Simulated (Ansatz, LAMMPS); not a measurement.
**Structural relaxation of Zn34Te25S9 with crystalline order left by the classical run (68 atoms)**

How does Zn34Te25S9 with crystalline order left by the classical run (68 atoms) relax, and what do bonds and levels look like afterwards?

Calculated with Ansatz 0.2.0; Kohn-Sham DFT, RPBE, PAW (set soft_2), plane waves.

### Step 1. Starting point

The cell holds 68 atoms: 34 Zn, 25 Te and 9 S. Cell: a = 12.398 Å, b = 12.398 Å, c = 12.398 Å, α = 90.0°, β = 90.0°, γ = 90.0°. 68 atoms (34 Zn, 25 Te, 9 S) placed at random at 4.97 g/cm³, melted at 2500 K for 10 ps at fixed volume with the Stillinger-Weber II-VI potential (Zhou et al., Phys. Rev. B 88, 085309 (2013)). Quenched from 2500 K to 100 K at 5 K/ps and fixed volume, held 5 ps.

What the set-up can't give: The quench rate of 5 K/ps is many orders above laboratory rates, so the cell is likely richer in defects and strain than a real sample. The starting topology of bonds comes from the classical model. The Brillouin zone is sampled at Γ only, in a cell whose shortest periodic width is 12 Å. The levels lack spin–orbit coupling, which is large for the heavy elements here.

### Step 2. Single point at the start

The forces at the start show how far the geometry lies from a minimum of this functional.

File input.yaml:

```yaml
crystal:
  lattice:
    - [12.398, 0.0, 0.0]
    - [0.0, 12.398, 0.0]
    - [0.0, 0.0, 12.398]
  atoms:
    - { symbol: Zn, position: [0.65302, 0.33631, 0.20827] }
    - { symbol: Zn, position: [0.49225, 0.56044, 0.9852] }
    - { symbol: Zn, position: [0.01594, 0.3827, 0.74668] }
    - { symbol: Zn, position: [0.11564, 0.51647, 0.45806] }
    [... 58 atom lines left out ...]
    - { symbol: S, position: [0.80788, 0.70247, 0.35369] }
    - { symbol: S, position: [0.65703, 0.04154, 0.91197] }
    - { symbol: S, position: [0.66241, 0.88605, 0.15763] }
    - { symbol: S, position: [0.34371, 0.89631, 0.16403] }
    - { symbol: S, position: [0.48761, 0.88755, 0.6657] }
    - { symbol: S, position: [0.25556, 0.98254, 0.43501] }
kpoints:
  mp_grid: { grid: [1, 1, 1] }
hamiltonian:
  xc: rpbe
scf:
  occupations: { method: gaussian, width: 0.05 }
output:
  forces: true
  stress: true
  populations: true
  dos:
    method: { smearing: { sigma: 0.1 } }
    de: 0.1
    projected: { site_lists: { S: [S], Te: [Te], Zn: [Zn] } }
  eigenvalues: true
```

Run with:

```console
ansatz run input.yaml --threads 4 --pin off --max-ram 8192MiB --backend cpu --events-out ev --progress --plain --runs-dir out
```

Elapsed: 68 s, on 4 threads of Arm Neoverse V1, shared host; peak memory 2.8 GiB.

Read from the output:

```
free energy                             : -295925.8574 eV
free energy per atom                    : -4351.8508 eV/atom
SCF cycles                              : 20
pressure                                : 0.8237 GPa
r.m.s. force component                  : 0.2696 eV/Å
longest force                           : 1.232 eV/Å
Fermi energy                            : 6.623 eV
levels partly filled by over 2 per cent : 3
spilling of the projection              : 0.008611
```

The r.m.s. force component of 0.27 eV/Å and the pressure of 0.82 GPa set the starting point.

Neighbours are counted within 3.18 Å (Zn-Te), 2.93 Å (Zn-S).

Length of the force by element and coordination:

```
element  coordination  atoms  mean length of the force (eV/Å)  spread  least   most
      S           all      9                            0.448   0.181  0.164  0.871
     Te           all     25                            0.470   0.255  0.153   1.23
     Te             3      6                            0.733   0.318  0.278   1.23
     Te             4     19                            0.387   0.158  0.153  0.764
     Zn           all     34                            0.353   0.197  0.113  0.899
     Zn             3      6                            0.530   0.250  0.276  0.899
     Zn             4     28                            0.316   0.160  0.113  0.692
```

### Step 3. Relaxation

The atoms are relaxed in the fixed cell, aiming at the force tolerance of the input.

input.yaml, the sections that differ from step 2:

```yaml
output:
  forces: true
relax:
  f_tol: 0.05
  max_steps: 97
# crystal, kpoints, hamiltonian, scf: as in step 2
```

Wall time 5.8 min (4 threads); peak memory 2.8 GiB; 23 min of CPU time.

The steps of the relaxation:

```
step  energy less that of the first step (eV)  largest force component (eV/Å)
   1                                   0.0000                          1.0428
   2                                  -1.1836                          0.5882
   3                                  -1.8550                          0.4026
   4                                  -2.2212                          0.2483
   5                                  -2.4483                          0.2268
   6                                  -2.6105                          0.1613
   7                                  -2.7405                          0.2844
   8                                  -2.8661                          0.4071
   9                                  -2.9770                          0.3006
  10                                  -3.0215                          0.2398
  11                                  -3.0104                          0.4166
  12                                  -3.0566                          0.1327
  13                                  -3.0590                          0.0880
  14                                  -3.0691                          0.0393
```

Relaxation step 11 was tried and not accepted.

The atoms that moved most (Å):

| atom | dx | dy | dz | length |
| --- | --- | --- | --- | --- |
| Te58 | -0.268 | 1.409 | -0.495 | 1.517 |
| Zn17 | -0.499 | -0.447 | 0.730 | 0.991 |
| Zn11 | -0.538 | 0.386 | 0.196 | 0.691 |
| Zn30 | 0.424 | 0.436 | 0.208 | 0.643 |
| Zn16 | 0.046 | 0.064 | -0.611 | 0.616 |
| Te56 | -0.028 | -0.597 | 0.058 | 0.601 |
| Zn5 | -0.378 | 0.258 | -0.033 | 0.459 |
| Zn29 | -0.305 | 0.237 | 0.182 | 0.427 |

The relaxation changed the energy by -45.1 meV/atom, and atoms moved by 0.33 Å r.m.s., 1.5 Å at most.

### Step 4. Distances and neighbours after relaxation

Bonds before and after, by the cutoffs listed below:

```
 pair  bonds before  bonds after  mean before (Å)  mean after (Å)  spread before (Å)  spread after (Å)
Zn-Te            94           94            2.714           2.705              0.063             0.068
 Zn-S            36           36            2.432           2.433              0.054             0.103
```

Density 4.97 g/cm³, 28.02 Å³ an atom.

g(r), total and by pair (bins of 0.2 Å):

```
r (Å)  total  Zn-Zn  Zn-Te   Zn-S  Te-Te  Te-S   S-S
 2.20   0.13   0.00   0.00   0.98   0.00  0.00  0.00
 2.40   1.64   0.21   0.00  11.96   0.00  0.00  0.00
 2.60   2.26   0.00   5.47   1.89   0.00  0.00  0.00
 2.80   2.25   0.00   5.90   0.31   0.30  0.00  0.00
 3.00   0.07   0.15   0.10   0.00   0.00  0.00  0.00
 3.20   0.06   0.12   0.09   0.00   0.00  0.00  0.00
 3.40   0.11   0.45   0.00   0.00   0.00  0.00  0.00
 3.60   0.35   0.40   0.07   0.00   0.36  1.02  4.28
 3.80   0.86   2.17   0.36   0.17   0.17  0.23  6.41
 4.00   1.47   2.28   0.28   0.48   2.58  2.92  5.78
 4.20   1.96   2.90   0.40   1.12   4.10  3.80  1.10
 4.40   1.79   2.17   0.92   1.68   3.24  2.27  1.94
 4.60   1.54   2.05   0.97   1.40   2.44  1.59  0.00
 4.80   1.29   1.19   1.55   1.16   1.25  1.01  0.00
 5.00   0.85   0.43   1.39   1.19   0.30  0.40  0.00
 5.20   0.77   0.24   1.35   1.36   0.17  0.00  0.70
 5.40   0.61   0.18   1.17   0.68   0.17  0.12  0.64
 5.60   0.64   0.75   0.63   0.94   0.47  0.33  0.00
 5.80   0.65   0.46   0.74   1.03   0.57  0.50  0.00
 6.00   0.75   0.48   0.89   1.17   0.47  0.65  1.02
```

Bonds by pair of elements; cutoffs follow the first minimum of g(r), held within bounds set by covalent radii, and pairs that aren't listed don't count as bonded:

```csv
pair A-B,cutoff (Å),bonds,mean length (Å),spread (Å),shortest (Å),B about A,A about B
Zn-Te,3.08,94,2.71,0.068,2.56,2.77,3.76
Zn-S,3.02,36,2.43,0.103,2.25,1.06,4
Te-Te,2.93,1,2.83,0,2.83,0.08,0.08
```

How many atoms have how many bonded neighbours:

```
element  mean  3   4
      S     4  0   9
     Te  3.84  4  21
     Zn  3.82  6  28
```

Bond angles, per cent of each kind in bins of 5°:

```
angle (°)  Zn-Te-Zn  Te-Zn-Te  S-Zn-Te  Zn-S-Zn  S-Zn-S
    70–75       0.8       0.0      0.0      0.0     0.0
    75–80       0.8       0.0      0.0      1.8     0.0
    80–85       0.8       0.0      0.0      0.0     0.0
    85–90       3.0       1.0      2.9      1.8     0.0
    90–95       3.8       6.9      4.4      9.3     0.0
   95–100      14.3      13.7      5.9      1.8    18.8
  100–105      13.5      19.6     17.6     25.9    12.5
  105–110      15.8      20.6     16.2     20.4    31.2
  110–115      21.1      18.6     11.8     11.1     6.2
  115–120       7.5       7.8     14.7      9.3    12.5
  120–125      11.3       4.9     11.8     13.0    18.8
  125–130       5.3       5.9      7.3      1.8     0.0
  130–135       2.3       0.0      2.9      1.8     0.0
  135–140       0.0       1.0      4.4      0.0     0.0
  140–145       0.0       0.0      0.0      1.8     0.0
```

Bond angles (no mean is given where the spread exceeds 20°):

```csv
angle,count,mean (°),spread (°)
Zn-Te-Zn,133,109,11.2
Te-Zn-Te,102,108,9.5
S-Zn-Te,68,112,12
Zn-S-Zn,54,109,11.3
S-Zn-S,16,109,8.6
```

Bond length by coordination (bonds to H left out):

```csv
element,coordination,atoms,mean bond length (Å)
Te,3,4,2.66
Te,4,21,2.71
Zn,3,6,2.55
Zn,4,28,2.64
```

Rings of the network by King's shortest-path rule, up to 12 atoms, one path for each pair of neighbours; H, halogens, alkali and alkaline-earth atoms are left out, and the last column divides by all other atoms, bonded or not:

| ring size (atoms) | rings | per network atom |
| --- | --- | --- |
| 4 | 2 | 0.029 |
| 5 | 2 | 0.029 |
| 6 | 102 | 1.5 |
| 7 | 1 | 0.015 |
| 8 | 6 | 0.088 |
| 9 | 2 | 0.029 |

First main peaks of g(r), for some of the pairs, lie near 4.2 Å (Zn-Zn), 2.7 Å (Zn-Te), 2.4 Å (Zn-S), 4.2 Å (Te-Te) and 3.8 Å (S-S). With the cutoffs above, all S atoms have 4, 84 % of Te atoms have 4 and 82 % of Zn atoms have 4 bonded neighbours. The Zn-Te-Zn angle averages 109° with a spread of 11°. Rings of 6 atoms are the most common (89 % of those counted); sizes run from 4 to 9.

### Step 5. Single point at the relaxed geometry

One more single point at the end of the walk gives the fuller output and checks the residual forces.

File input.yaml:

```yaml
crystal:
  lattice:
    - [12.398, 0.0, 0.0]
    - [0.0, 12.398, 0.0]
    - [0.0, 0.0, 12.398]
  atoms:
    - { symbol: Zn, position: [0.64877, 0.33677, 0.20602] }
    - { symbol: Zn, position: [0.5047, 0.53732, 0.99204] }
    - { symbol: Zn, position: [0.01513, 0.39017, 0.74035] }
    - { symbol: Zn, position: [0.09896, 0.50127, 0.44309] }
    [... 58 atom lines left out ...]
    - { symbol: S, position: [0.81634, 0.69837, 0.35567] }
    - { symbol: S, position: [0.64052, 0.04137, 0.91091] }
    - { symbol: S, position: [0.66636, 0.87748, 0.1484] }
    - { symbol: S, position: [0.34725, 0.88788, 0.16524] }
    - { symbol: S, position: [0.47351, 0.90234, 0.66531] }
    - { symbol: S, position: [0.26135, 0.98994, 0.43191] }
kpoints:
  mp_grid: { grid: [1, 1, 1] }
hamiltonian:
  xc: rpbe
scf:
  occupations: { method: gaussian, width: 0.05 }
output:
  forces: true
  stress: true
  populations: true
  dos:
    method: { smearing: { sigma: 0.08 } }
    de: 0.1
    projected: { site_lists: { S: [S], Te: [Te], Zn: [Zn] } }
  eigenvalues: true
  write_density: true
  write_potential: true
  volumetric_format: npy
```

Run time: 55 s. Hardware: 4 threads; peak memory 2.8 GiB.

The run gave:

```
free energy                                      : -295928.9265 eV
free energy per atom                             : -4351.8960 eV/atom
SCF cycles                                       : 11
pressure                                         : 1.244 GPa
r.m.s. force component                           : 0.00988 eV/Å
longest force                                    : 0.05442 eV/Å
Fermi energy                                     : 6.851 eV
gap (highest filled to lowest empty level) : 0.83 eV
spilling of the projection                       : 0.008454
```

Density of states as counts of states in windows of 1 eV (from the Fermi level), total and the larger projections:

```csv
from (eV),to (eV),total,Zn d,Te p,Zn s,S p,Te s
-14,-13,16.3,0.5,0.1,1.8,0.0,0.1
-13,-12,3.7,0.1,0.1,0.3,0.0,1.7
-12,-11,38.4,1.4,0.4,3.6,0.1,32.5
-11,-10,9.6,0.5,0.2,0.4,0.0,8.5
-10,-9,0.0,0.0,0.0,0.0,0.0,0.0
-9,-8,0.2,0.1,0.0,0.0,0.0,0.0
-8,-7,302.5,291.7,4.3,1.4,3.7,0.8
-7,-6,37.4,36.0,0.3,0.2,0.2,0.5
-6,-5,34.1,2.6,11.2,10.7,8.1,0.8
-5,-4,28.7,1.6,12.8,6.8,5.5,1.3
-4,-3,38.2,1.6,20.8,2.2,11.4,0.8
-3,-2,49.1,1.8,30.8,1.1,13.0,0.2
-2,-1,43.8,1.3,35.4,0.8,4.0,0.2
-1,0,10.2,0.3,7.7,0.9,0.6,0.2
0,1,6.4,0.0,2.4,2.3,0.2,0.4
1,2,27.7,0.1,6.1,11.3,1.6,0.7
2,3,34.6,0.1,6.9,11.7,2.0,0.7
3,4,36.3,0.1,2.8,4.1,1.0,0.2
4,5,45.0,0.0,2.1,2.6,0.7,0.1
```

The curve was stored every 0.100 eV, coarse against its broadening of 0.08 eV, so these counts are rough.

The stored curve holds about 612 of the 862 electrons; the rest, give or take the few that broadening carries across the Fermi level, lie in deeper levels below its range.

The levels nearest the highest filled one (over half full), pooled over k-points and spins:

```csv
level less the highest filled one (eV),occupation
-0.636,2
-0.528,2
-0.424,2
-0.292,2
-0.213,2
0,2
0.83,0
0.915,0
1.39,0
1.41,0
1.61,0
1.78,0
```

The largest share in the top eV of filled states is Te p (84 % of the projected weight), and in the lowest eV of empty states Zn s (48 % of the projected weight).

1 further run on a deliberately doubtful input is not shown.

### Step 6. Outcome

* energy change in the relaxation: -45.13 meV/atom
* r.m.s. displacement: 0.334 Å
* largest displacement: 1.517 Å
* free energy per atom: -4351.8960 eV/atom
* pressure: 1.244 GPa
* r.m.s. force component: 0.00988 eV/Å
* gap (highest filled to lowest empty level): 0.83 eV
* wall time of the 4 DFT runs, those left out included: 8.5 min

Relaxation lowers the energy by 45.1 meV/atom and moves atoms by 0.33 Å r.m.s.; the r.m.s. force component goes from 0.27 to 0.0099 eV/Å, the pressure goes from 0.82 to 1.2 GPa. By the final cutoffs 1 of 130 bonded pairs parted and 2 joined. From the first step to the last the energy fell by 3.069 eV, and the largest move was 1.52 Å (Te58). The Zn-Te bonds change most in mean length: from 2.714 Å (spread 0.063) to 2.705 Å (spread 0.068). With the cutoffs above, all S atoms have 4, 84 % of Te atoms have 4 and 82 % of Zn atoms have 4 bonded neighbours. Between filled and empty levels lie 0.83 eV (at Γ alone); a semilocal functional tends to put such gaps too low. In a disordered cell it changes from sample to sample, and tail or defect levels can set it.

Caveats: The network of bonds at the start is that of the classical potential that made the cell; in DFT 1 of its 130 bonded pairs passed out of the cutoffs and 2 came within them. The stress is far from hydrostatic: its diagonal is 2.4, -0.9, 2.2 GPa, compression counted positive.

[Logs are printed without paths, hosts, clocks, repeated set-up lines and the standing remarks that a program may print on its own settings, such as how far it seeks lower states.]

[Hosts, paths, dates, database ids (printed as entryN), source tags and the programs' standing remarks are cut or masked in the printed files.]
